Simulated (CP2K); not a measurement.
Consider azomethane at its PBE geometry (Å).

```xyz
10

C     1.7785   -0.1511   -0.2817
N     0.3251   -0.4170   -0.3287
N    -0.3251    0.4170    0.3287
C    -1.7785    0.1511    0.2817
H     1.9943    0.8417   -0.7008
H     2.2920   -0.9209   -0.8671
H     2.1349   -0.1740    0.7580
H    -2.1349    0.1740   -0.7580
H    -2.2920    0.9209    0.8671
H    -1.9943   -0.8417    0.7008
```

Method: CP2K XAS_TDP, all-electron GAPW, PBEh(45%), aug-cc-pVDZ, TDA, no relativity.

Q: Where do the N K-edge lines lie, and how strong are they?

Leading lines: N2 394.45 eV. The leading line of an atom is its first one with 35 % of the strongest within 2.5 eV of its lowest line over the strength cut. 

The first six lines of each atom with a strength over 0.0015:

```tsv
atom	energy (eV)	states	strength, one atom
N2 (bonded to C and N), 2 alike	394.45	1	0.0586
	400.34	1	0.0037
	400.82	1	0.0076
	401.44	1	0.0098
	402.31	1	0.0080
	402.88	1	0.0017
```

Lines are vertical, at one geometry, with no vibrational structure. Without a correction of the core level, line positions, and the gaps between valence and Rydberg lines, follow the share of exact exchange. At this level such K lines come out 3 to 6 eV under measured ones. These values hold no scalar relativity, about 0.2 eV for N 1s. Rydberg lines, and the discretised continuum above threshold, depend on the basis and the box.

[Banner, clock and machine lines of the logs are left out without a mark of their own.]

[Logs are printed without paths, hosts, clocks, repeated set-up lines and the standing remarks that a program may print on its own settings, such as how far it seeks lower states.]

[Hosts, paths, dates, database ids (printed as entryN), source tags and the programs' standing remarks are cut or masked in the printed files.]
